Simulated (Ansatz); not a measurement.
# Na on Rh(110): change of the work function, part 3 of 5

How does Na on the hollow site change the work function of Rh(110) as the layer fills?

Ansatz 0.2.0; plane-wave DFT, PBE, Ansatz PAW.

So far, work function, upper face (eV): step 2 (the clean slab) 4.57; step 3 (21 atoms, coverage 0.25 ML, cell 2x2) 2.80.

### Step 4. Adsorbate added, k-mesh 4×6×1, coverage 0.5 ML

System of this step: Na/Rh(110). The cell holds 22 atoms: 20 Rh and 2 Na. Cell: a = 7.600 Å, b = 5.374 Å, c = 25.529 Å, α = 90.0°, β = 90.0°, γ = 90.0°. Vacuum lies along c.

Another coverage, to see how the dipoles act on each other as their distance changes.

Input file input.yaml:

```yaml
crystal:
  lattice:
    - [7.6, 0.0, 0.0]
    - [0.0, 5.374011537, 0.0]
    - [0.0, 0.0, 25.5293471811]
  atoms:
    - { symbol: Rh, position: [0.0, 0.0, 0.352535454] }
    - { symbol: Rh, position: [0.25, 0.25, 0.4051612762] }
    - { symbol: Rh, position: [0.0, 0.0, 0.4565121167] }
    - { symbol: Rh, position: [0.25, 0.25, 0.5132465548] }
    - { symbol: Rh, position: [0.0, 0.0, 0.5594939924] }
    - { symbol: Rh, position: [0.0, 0.5, 0.352535454] }
    - { symbol: Rh, position: [0.25, 0.75, 0.4051612762] }
    - { symbol: Rh, position: [0.0, 0.5, 0.4565121167] }
    - { symbol: Rh, position: [0.25, 0.75, 0.5132465548] }
    - { symbol: Rh, position: [0.0, 0.5, 0.5594939924] }
    - { symbol: Rh, position: [0.5, 0.0, 0.352535454] }
    - { symbol: Rh, position: [0.75, 0.25, 0.4051612762] }
    - { symbol: Rh, position: [0.5, 0.0, 0.4565121167] }
    - { symbol: Rh, position: [0.75, 0.25, 0.5132465548] }
    - { symbol: Rh, position: [0.5, 0.0, 0.5594939924] }
    - { symbol: Rh, position: [0.5, 0.5, 0.352535454] }
    - { symbol: Rh, position: [0.75, 0.75, 0.4051612762] }
    - { symbol: Rh, position: [0.5, 0.5, 0.4565121167] }
    - { symbol: Rh, position: [0.75, 0.75, 0.5132465548] }
    - { symbol: Rh, position: [0.5, 0.5, 0.5594939924] }
    - { symbol: Na, position: [0.25, 0.25, 0.647464546] }
    - { symbol: Na, position: [0.75, 0.75, 0.647464546] }
kpoints:
  mp_grid: { grid: [4, 6, 1] }
hamiltonian:
  xc: pbe
scf:
  occupations: { method: fermi_dirac, width: 0.1 }
  convergence: { dr2_threshold: 1.0e-08 }
efield:
  axis: 3
  dipole_correction: true
  ramp_position: 0.97
  ramp_width: 0.06
relax:
  f_tol: 0.02
  max_steps: 60
  constraints: [{ sites: [0, 1, 5, 6, 10, 11, 15, 16] }]
output:
  bader: true
  dos: { projected: true, e_range: [-8, 4] }
  write_potential: true
  write_density: true
  volumetric_format: npy
```

Started as:

```sh
$ ansatz run input.yaml --threads 8 --pin off --max-ram 12288MiB --backend cpu --events-out ev --progress --plain --runs-dir out
```

Standard output:

```text
[...]
Crystal: 22 atoms, lattice volume = 1042.682 Å³
Basis set: ecut = 420 eV, 20325 PW (Γ), exchange–correlation on 108×72×360 points (8 copies of the dense FFT grid, shifted against one another)
Bands: 215, of which v1, the nominal top of the filled ones, is band 179 counted from 1 (178 counted from 0)
Symmetry: 8 space group operations
[...]
k-points: 12 of 24
[...]
SCF iter   1: F=—  HF=-131020.619211 eV  |F-HF|=—  |Δ(HF+E_count)|=         —  Δρ=8.73e-3  dr2=7.33e0  ethr=1.77e-3  p=0.420 e·Å  D=7.28e-2 V/Å  ΔV_dip=-1.86 eV  dr2_dipole=2.78e0  V_vac-E_F(+/−)=2.48/4.34 eV  ⟨swp⟩=7.4  Hψ=10089  notcnv=0  defer=31
[...]
SCF iter  11: F=-131020.545271 eV  HF=-131020.545271 eV  |F-HF|=5.56e-9  |Δ(HF+E_count)|=   4.55e-8  Δρ=3.86e-7  dr2=3.25e-9  ethr=2.79e-12  p=0.549 e·Å  D=9.53e-2 V/Å  ΔV_dip=-2.43 eV  dr2_dipole=1.18e-10  V_vac-E_F(+/−)=2.24/4.68 eV  ⟨swp⟩=8.8  Hψ=16134  notcnv=0
SCF 1 converged in 11 iterations: F = -131020.545271 eV  dr2 = 3.25e-9
[...]
relax step   1: F+E_penalty+E_count = -131020.54527081 eV  Δ(F+E_penalty+E_count) = +0.000e0 eV  max|allowed force component| = 5.350e-1 eV/Å  Δτ_max = 0.0000 Å  (11 SCF iters, accepted)
[...]
SCF iter  10: F=-131020.672797 eV  HF=-131020.672797 eV  |F-HF|=1.43e-8  |Δ(HF+E_count)|=   4.09e-8  Δρ=3.51e-7  dr2=3.11e-9  ethr=2.79e-12  p=0.549 e·Å  D=9.53e-2 V/Å  ΔV_dip=-2.43 eV  dr2_dipole=3.29e-11  V_vac-E_F(+/−)=2.22/4.66 eV  ⟨swp⟩=13.7  Hψ=18008  notcnv=0
SCF 2 converged in 10 iterations: F = -131020.672797 eV  dr2 = 3.11e-9
relax step   2: F+E_penalty+E_count = -131020.67279689 eV  Δ(F+E_penalty+E_count) = -1.275e-1 eV  max|allowed force component| = 3.872e-1 eV/Å  Δτ_max = 0.0878 Å  (10 SCF iters, accepted)
[...]
SCF iter   1: F=—  HF=-131020.774972 eV  |F-HF|=—  |Δ(HF+E_count)|=         —  Δρ=3.58e-3  dr2=1.16e0  ethr=2.75e-4  p=0.549 e·Å  D=9.53e-2 V/Å  ΔV_dip=-2.43 eV  dr2_dipole=2.90e-1  V_vac-E_F(+/−)=2.24/4.67 eV  ⟨swp⟩=1.0  Hψ=7542  notcnv=0  defer=71
[...]
eigensolver tolerance schedule calibrated: the retry pair's looser diagonalisation under-reported the residual by θ = 0.15 (0.14/decade); ethr = c·dr2/N_el runs at the constant in force after the calibration composes with the one it found (an armed cap, an earlier calibration), c = 5.0e-2
[...]
SCF iter   2: F=—  HF=-131020.757046 eV  |F-HF|=—  |Δ(HF+E_count)|=   1.79e-2  Δρ=1.19e-3  dr2=1.13e-2  ethr=1.62e-4  p=0.540 e·Å  D=9.38e-2 V/Å  ΔV_dip=-2.39 eV  dr2_dipole=1.25e-4  V_vac-E_F(+/−)=2.25/4.64 eV  ⟨swp⟩=2.0  Hψ=2830  notcnv=0  defer=71
[...]
SCF iter  10: F=-131020.758652 eV  HF=-131020.758652 eV  |F-HF|=1.06e-8  |Δ(HF+E_count)|=   4.95e-8  Δρ=4.15e-7  dr2=7.31e-9  ethr=1.40e-12  p=0.532 e·Å  D=9.23e-2 V/Å  ΔV_dip=-2.36 eV  dr2_dipole=2.22e-9  V_vac-E_F(+/−)=2.28/4.64 eV  ⟨swp⟩=14.0  Hψ=18247  notcnv=0
SCF 3 converged in 10 iterations: F = -131020.758652 eV  dr2 = 7.31e-9
relax step   3: F+E_penalty+E_count = -131020.75865179 eV  Δ(F+E_penalty+E_count) = -8.585e-2 eV  max|allowed force component| = 4.461e-2 eV/Å  Δτ_max = 0.1950 Å  (10 SCF iters, accepted)
SCF iter   1: F=—  HF=-131020.760614 eV  |F-HF|=—  |Δ(HF+E_count)|=         —  Δρ=8.03e-4  dr2=5.74e-3  ethr=7.88e-5  p=0.532 e·Å  D=9.23e-2 V/Å  ΔV_dip=-2.36 eV  dr2_dipole=8.51e-4  V_vac-E_F(+/−)=2.28/4.64 eV  ⟨swp⟩=3.0  Hψ=4528  notcnv=0  defer=85
[...]
SCF iter   8: F=-131020.760236 eV  HF=-131020.760236 eV  |F-HF|=5.97e-9  |Δ(HF+E_count)|=   5.11e-8  Δρ=6.20e-7  dr2=7.64e-9  ethr=2.79e-12  p=0.530 e·Å  D=9.20e-2 V/Å  ΔV_dip=-2.35 eV  dr2_dipole=9.12e-11  V_vac-E_F(+/−)=2.29/4.63 eV  ⟨swp⟩=12.2  Hψ=20323  notcnv=0
SCF 4 converged in 8 iterations: F = -131020.760236 eV  dr2 = 7.64e-9
relax step   4: F+E_penalty+E_count = -131020.76023596 eV  Δ(F+E_penalty+E_count) = -1.584e-3 eV  max|allowed force component| = 1.635e-2 eV/Å  Δτ_max = 0.0246 Å  (8 SCF iters, accepted)
[...]
SCF converged after 8 iterations
Free energy (F): -131020.760236 eV
[...]
Internal energy: -131019.522904 eV  (E = F + TS)
E sigma→0 (E₀):  -131020.141570 eV
Entropy (-TS):   -1.237332 eV (-56.242 meV/atom)
Fermi energy:    3.638303 eV
Dipole field:    D = 0.091955 V/Å  (p = 0.529865 e·Å, saw-weighted, corrected)
Work function:   Φ+ = 2.2853 eV   Φ− = 4.6329 eV
[...]
--- Forces (eV/Å), atoms counted from 1 ---
  atom   1  Rh     0.00000000    -0.00000000     0.71034092
  atom   2  Rh     0.00000000    -0.00000000    -0.75724341
  atom   3  Rh     0.00000000     0.00000000     0.00410152
  atom   4  Rh     0.00000000     0.00000000    -0.01555646
  atom   5  Rh     0.00000000    -0.00000000    -0.00492093
  atom   6  Rh     0.00000000    -0.00000000     0.71034092
  atom   7  Rh    -0.00000000    -0.00000000    -0.67069993
  atom   8  Rh     0.00000000    -0.00000000     0.00410152
  atom   9  Rh     0.00000000     0.00000000     0.01635372
  atom  10  Rh     0.00000000     0.00000000    -0.00492093
  atom  11  Rh    -0.00000000    -0.00000000     0.71034092
  atom  12  Rh     0.00000000    -0.00000000    -0.67069993
  atom  13  Rh     0.00000000     0.00000000     0.00410152
  atom  14  Rh     0.00000000     0.00000000     0.01635372
  atom  15  Rh     0.00000000     0.00000000    -0.00492093
  atom  16  Rh     0.00000000    -0.00000000     0.71034092
  atom  17  Rh     0.00000000     0.00000000    -0.75724341
  atom  18  Rh     0.00000000     0.00000000     0.00410152
  atom  19  Rh     0.00000000    -0.00000000    -0.01555646
  atom  20  Rh     0.00000000    -0.00000000    -0.00492093
  atom  21  Na     0.00000000     0.00000000     0.00809274
  atom  22  Na     0.00000000     0.00000000     0.00809274
  max |Σ_I F_I| component: 2.06e-5 eV/Å
--- Band table (eV; the first three rows and the last of 12) ---
  k-point 0: bands = [... 175 lower, 3.6702, 3.6833, 3.9437, 3.9832, 4.0691, 4.0911, 4.1241, 4.1370, ... 32 higher]
  k-point 1: bands = [... 175 lower, 3.6204, 3.7111, 3.7301, 3.7458, 3.7715, 3.7730, 3.8288, 3.8732, ... 32 higher]
  k-point 2: bands = [... 175 lower, 3.3374, 3.3493, 3.3643, 3.4131, 3.5189, 3.5226, 3.6106, 3.6296, ... 32 higher]
  k-point 11: bands = [... 175 lower, 3.0067, 3.4370, 3.4370, 3.4618, 3.4618, 3.5495, 3.5495, 3.5659, ... 32 higher]
--- Relaxed structure (4 steps of the walk, 4 accepted, 0 SCFs on fresh bases) ---
  F+E_penalty+E_count = -131020.76023596 eV   max|allowed force component| = 1.635e-2 eV/Å
  atoms:
    - { symbol: Rh, position: [0.0, 0.0, 0.352535] }
    - { symbol: Rh, position: [0.250000, 0.250000, 0.405161] }
    - { symbol: Rh, position: [0, 0, 0.455822] }
    - { symbol: Rh, position: [0.250000, 0.250000, 0.513083] }
    - { symbol: Rh, position: [0, 0.0, 0.560369] }
    - { symbol: Rh, position: [0.0, 0.500000, 0.352535] }
    - { symbol: Rh, position: [0.250000, 0.750000, 0.405161] }
    - { symbol: Rh, position: [0, 0.500000, 0.455822] }
    - { symbol: Rh, position: [0.250000, 0.750000, 0.514421] }
    - { symbol: Rh, position: [0, 0.500000, 0.560369] }
    - { symbol: Rh, position: [0.500000, 0.0, 0.352535] }
    - { symbol: Rh, position: [0.750000, 0.250000, 0.405161] }
    - { symbol: Rh, position: [0.500000, 0, 0.455822] }
    - { symbol: Rh, position: [0.750000, 0.250000, 0.514421] }
    - { symbol: Rh, position: [0.500000, 0.0, 0.560369] }
    - { symbol: Rh, position: [0.500000, 0.500000, 0.352535] }
    - { symbol: Rh, position: [0.750000, 0.750000, 0.405161] }
    - { symbol: Rh, position: [0.500000, 0.500000, 0.455822] }
    - { symbol: Rh, position: [0.750000, 0.750000, 0.513083] }
    - { symbol: Rh, position: [0.500000, 0.500000, 0.560369] }
    - { symbol: Na, position: [0.250000, 0.250000, 0.635422] }
    - { symbol: Na, position: [0.750000, 0.750000, 0.635422] }
--- Bader charges: 22 sites ---
  site symbol  charge [e]  shift [e]
     0     Rh     -0.0303     0.0002
     1     Rh      0.0160     0.0002
     2     Rh      0.0217     0.0000
     3     Rh     -0.0432     0.0002
     4     Rh     -0.3462     0.0002
     5     Rh     -0.0303     0.0002
     6     Rh      0.0208     0.0002
     7     Rh      0.0217     0.0000
     8     Rh     -0.0049     0.0002
     9     Rh     -0.3462     0.0002
    10     Rh     -0.0303     0.0002
    11     Rh      0.0208     0.0002
    12     Rh      0.0217     0.0000
    13     Rh     -0.0049     0.0002
    14     Rh     -0.3462     0.0002
    15     Rh     -0.0303     0.0002
    16     Rh      0.0160     0.0002
    17     Rh      0.0217     0.0000
    18     Rh     -0.0432     0.0002
    19     Rh     -0.3462     0.0002
    20     Na      0.7210     0.0000
    21     Na      0.7210     0.0000
  estimated error of the sums over rays = 5.0e-4 e
```

The job ended after 7.9 min (8 threads of Arm Neoverse N1, shared host; peak memory 8.7 GiB; 51 min of CPU time).

The steps of the relaxation:

| step | energy less that of the first step (eV) | largest force component (eV/Å) |
| --- | --- | --- |
| 1 | 0.0000 | 0.5350 |
| 2 | -0.1275 | 0.3872 |
| 3 | -0.2134 | 0.0446 |
| 4 | -0.2150 | 0.0164 |

The run keeps the 8 symmetry operations that the program found, so distortions that break them were not tested.

The atoms that moved most (Å):

| atom | dx | dy | dz | length |
| --- | --- | --- | --- | --- |
| Na22 | 0.000 | 0.000 | -0.307 | 0.307 |
| Na21 | 0.000 | 0.000 | -0.307 | 0.307 |
| Rh9 | 0.000 | 0.000 | 0.030 | 0.030 |
| Rh14 | 0.000 | 0.000 | 0.030 | 0.030 |
| Rh20 | 0.000 | 0.000 | 0.022 | 0.022 |
| Rh5 | 0.000 | 0.000 | 0.022 | 0.022 |
| Rh10 | 0.000 | 0.000 | 0.022 | 0.022 |
| Rh15 | 0.000 | 0.000 | 0.022 | 0.022 |

The relaxed structure:

```cif
data_structure
_symmetry_space_group_name_H-M 'P 1'
_symmetry_Int_Tables_number 1
_cell_length_a 7.6000
_cell_length_b 5.3740
_cell_length_c 25.5293
_cell_angle_alpha 90.000
_cell_angle_beta 90.000
_cell_angle_gamma 90.000
_cell_volume 1042.68
loop_
_atom_site_label
_atom_site_type_symbol
_atom_site_fract_x
_atom_site_fract_y
_atom_site_fract_z
_atom_site_occupancy
Rh1 Rh 0.00000 0.00000 0.35254 1
Rh2 Rh 0.25000 0.25000 0.40516 1
Rh3 Rh 0.00000 0.00000 0.45582 1
Rh4 Rh 0.25000 0.25000 0.51308 1
Rh5 Rh 0.00000 0.00000 0.56037 1
Rh6 Rh 0.00000 0.50000 0.35254 1
Rh7 Rh 0.25000 0.75000 0.40516 1
Rh8 Rh 0.00000 0.50000 0.45582 1
Rh9 Rh 0.25000 0.75000 0.51442 1
Rh10 Rh 0.00000 0.50000 0.56037 1
Rh11 Rh 0.50000 0.00000 0.35254 1
Rh12 Rh 0.75000 0.25000 0.40516 1
Rh13 Rh 0.50000 0.00000 0.45582 1
Rh14 Rh 0.75000 0.25000 0.51442 1
Rh15 Rh 0.50000 0.00000 0.56037 1
Rh16 Rh 0.50000 0.50000 0.35254 1
Rh17 Rh 0.75000 0.75000 0.40516 1
Rh18 Rh 0.50000 0.50000 0.45582 1
Rh19 Rh 0.75000 0.75000 0.51308 1
Rh20 Rh 0.50000 0.50000 0.56037 1
Na21 Na 0.25000 0.25000 0.63542 1
Na22 Na 0.75000 0.75000 0.63542 1
```

This step gave:

```yaml
energy_at_zero_smearing: -131020.1416 eV
work_function_upper_face: 2.285 eV
work_function_lower_face: 4.633 eV
dipole_along_the_normal: 0.5299 e·Å
step_between_the_vacuum_levels: -2.348 eV
```

The density of states has structure finer than the step of the table below, so its rows give means over 0.25 eV. Peaks (eV: height): -3.700: 50.0, -3.610: 48.1, -2.350: 55.7, -2.110: 56.7, -1.980: 61.2, 0.360: 48.6, 0.480: 56.3.

The density of states by energy, zero at the Fermi level; means over each step:

```
energy (eV)  density of states (states/eV a cell)
      -7.25                                     0
      -7.00                                 0.840
      -6.75                                  1.54
      -6.50                                  1.70
      -6.25                                  1.88
      -6.00                                  2.14
      -5.75                                  6.59
      -5.50                                  17.4
      -5.25                                  30.0
      -5.00                                  29.3
      -4.75                                  28.9
      -4.50                                  27.0
      -4.25                                  28.3
      -4.00                                  18.3
      -3.75                                  35.2
      -3.50                                  36.4
      -3.25                                  29.6
      -3.00                                  26.3
      -2.75                                  35.6
      -2.50                                  43.2
      -2.25                                  38.0
      -2.00                                  39.1
      -1.75                                  25.7
      -1.50                                  31.5
      -1.25                                  36.4
      -1.00                                  37.2
      -0.75                                  31.8
      -0.50                                  34.0
      -0.25                                  38.0
       0.00                                  35.4
       0.25                                  40.2
       0.50                                  39.5
       0.75                                  20.2
       1.00                                  10.4
       1.25                                  7.88
       1.50                                  8.42
       1.75                                  6.82
```

Projected DOS per atom over height of the atomic layer and energy from the Fermi level. Layers: Rh4 Rh4 Rh4 Rh4 Rh4 Na2 from below.

Ten even steps from '0' (0.00 states/eV) to '9' (2.57 states/eV), each cell a mean:
```
100111
111112
223320
877671
865771
754560
856560
945480
743480
967680
666670
564550
684770
254540
267640
269620
145410
001000
000000
000000
000000
000000
```
Columns: height of the atomic layer (Å) from 9 to 16.2 (not evenly spaced); rows upwards: energy from the Fermi level (eV) from -7.96 to 1.95.

The relaxation took 4 steps and lowered the energy by 0.21 eV; the largest force on the free atoms ends at 0.016 eV/Å.

The covered face has 2.29 eV, -2.29 eV against the clean one; the bare back face has moved by +0.10 eV, a measure of how thin the slab is.

### Step 5. The covered slab, k-mesh 8×11×1, coverage 1 ML

System of this step: Na/Rh(110). The cell holds 6 atoms: 5 Rh and 1 Na. Its edges and angles: a = 3.800 Å, b = 2.687 Å, c = 25.529 Å, α = 90.0°, β = 90.0°, γ = 90.0°. Vacuum lies along c.

Another coverage, to see how the dipoles act on each other as their distance changes.

input.yaml, the sections that differ from step 4:

```yaml
crystal:
  lattice:
    - [3.8, 0.0, 0.0]
    - [0.0, 2.6870057685, 0.0]
    - [0.0, 0.0, 25.5293471811]
  atoms:
    - { symbol: Rh, position: [0.0, 0.0, 0.352535454] }
    - { symbol: Rh, position: [0.5, 0.5, 0.4051612762] }
    - { symbol: Rh, position: [0.0, 0.0, 0.4565121167] }
    - { symbol: Rh, position: [0.5, 0.5, 0.5132465548] }
    - { symbol: Rh, position: [0.0, 0.0, 0.5594939924] }
    - { symbol: Na, position: [0.5, 0.5, 0.647464546] }
kpoints:
  mp_grid: { grid: [8, 11, 1] }
relax:
  f_tol: 0.02
  max_steps: 60
  constraints: [{ sites: [0, 1] }]
output:
  bader: true
  write_potential: true
  write_density: true
  volumetric_format: npy
# hamiltonian, scf, efield: as in step 4
```

Standard output:

```text
[...]
Crystal: 6 atoms, lattice volume = 260.671 Å³
Basis set: ecut = 420 eV, 5133 PW (Γ), exchange–correlation on 54×36×360 points (8 copies of the dense FFT grid, shifted against one another)
Bands: 57, of which v1, the nominal top of the filled ones, is band 47 counted from 1 (46 counted from 0)
Symmetry: 4 space group operations
[...]
- { symbol: Rh, position: [0.0, 0.0, 0.561293] }
    - { symbol: Na, position: [0.500000, 0.500000, 0.636424] }
--- Bader charges: 6 sites ---
  site symbol  charge [e]  shift [e]
     0     Rh     -0.0291     0.0002
     1     Rh      0.0174     0.0002
     2     Rh      0.0135     0.0000
     3     Rh     -0.0412     0.0001
     4     Rh     -0.5717     0.0002
     5     Na      0.6112     0.0000
  estimated error of the sums over rays = 4.9e-4 e
[key lines of the parts left out:]
SCF converged after 7 iterations
Free energy (F): -33498.571018 eV
Fermi energy:    3.842338 eV
Dipole field:    D = 0.080760 V/Å  (p = 0.116340 e·Å, saw-weighted, corrected)
Work function:   Φ+ = 2.6438 eV   Φ− = 4.7056 eV
```

The job ended after 68 s (8 threads; peak memory 1 GiB; 5.9 min of CPU time).

The steps of the relaxation:

```csv
step,energy less that of the first step (eV),largest force component (eV/Å)
1,0.0000,0.6697
2,-0.0861,0.0995
3,-0.0921,0.0337
4,-0.0924,0.0077
```

Forces are held to the 4 operations that the program found; a distortion that breaks them can't arise in this run.

The atoms that moved most (Å):

| atom | dx | dy | dz | length |
| --- | --- | --- | --- | --- |
| Na6 | 0.000 | 0.000 | -0.282 | 0.282 |
| Rh5 | 0.000 | 0.000 | 0.046 | 0.046 |
| Rh4 | 0.000 | 0.000 | 0.016 | 0.016 |

Final coordinates:

```xyz
6
Lattice="3.8000 0.0000 0.0000 0.0000 2.6870 0.0000 0.0000 0.0000 25.5293" Properties=species:S:1:pos:R:3
Rh    0.0000    0.0000    9.0000
Rh    1.9000    1.3435   10.3435
Rh    0.0000    0.0000   11.6518
Rh    1.9000    1.3435   13.1191
Rh    0.0000    0.0000   14.3294
Na    1.9000    1.3435   16.2475
```

Running mean over 1.344 Å of the planar mean; the ramp of the sawtooth is left out. Table of electron's electrostatic potential energy less the Fermi level by z:

```csv
z (Å),electron's electrostatic potential energy less the Fermi level (eV)
3.0,4.71
3.5,4.71
4.0,4.71
4.5,4.71
5.0,4.70
5.5,4.70
6.0,4.68
6.5,4.61
7.0,4.38
7.5,3.49
8.0,-0.180
8.5,-6.66
9.0,-11.3
9.5,-12.6
10.0,-13.0
10.5,-13.4
11.0,-13.6
11.5,-13.1
12.0,-11.9
12.5,-11.6
13.0,-12.9
13.5,-14.5
14.0,-14.1
14.5,-11.1
15.0,-5.85
15.5,-2.83
16.0,-3.94
16.5,-4.06
17.0,-1.52
17.5,0.914
18.0,1.86
18.5,2.29
19.0,2.49
19.5,2.58
20.0,2.62
20.5,2.63
21.0,2.64
21.5,2.64
22.0,2.64
22.5,2.64
```

The relaxation took 4 steps and lowered the energy by 0.092 eV; the largest force on the free atoms ends at 0.0077 eV/Å.

The covered face has 2.64 eV, -1.93 eV against the clean one; the bare back face has moved by +0.18 eV, a measure of how thin the slab is.

### Step 6. Work function against coverage

This step: plane-wave DFT, PBE, Ansatz PAW; work function against coverage (Ansatz 0.2.0).

The runs are now put side by side.

This step gave:

* work function of the clean face: 4.574 eV
* largest change of the work function: -2.288 eV

The work function of the covered face by coverage:

```
coverage (adsorbates/nm²)  work function of the covered face (eV)
                     0.00                                    4.57
                     2.45                                    2.80
                     4.90                                    2.29
                     9.79                                    2.64
```

The dipole per adsorbate comes from the change of the cell's dipole. Coverage, by row:

```csv
coverage (1/nm²),coverage (ML),work function (eV),change (eV),"dipole per adsorbate, positive end outwards (debye)",mean height of the added atoms over the highest substrate atom (Å)
2.448,0.25,2.8,-1.773,1.934,1.905
4.897,0.5,2.285,-2.288,1.297,1.916
9.794,1,2.644,-1.93,0.571,1.918
```

[end of part 3 of 5]

[Long decimals in the printed logs are rounded to 6 places.]

[Logs are printed without paths, hosts, clocks, repeated set-up lines and the standing remarks that a program may print on its own settings, such as how far it seeks lower states.]

[Hosts, paths, dates, database ids (printed as entryN), source tags and the programs' standing remarks are cut or masked in the printed files.]

[Maps of the electrostatic potential energy from Ansatz leave out the sawtooth potential of an applied field or a dipole correction, so their vacuum need not be flat; planar profiles and work functions include it.]

[The density of states shown here was stored with 400 of the rows of the run's finer table, so its peaks can read low, often by over a quarter, or be missed, and its means over a window can be off by a tenth or more.]
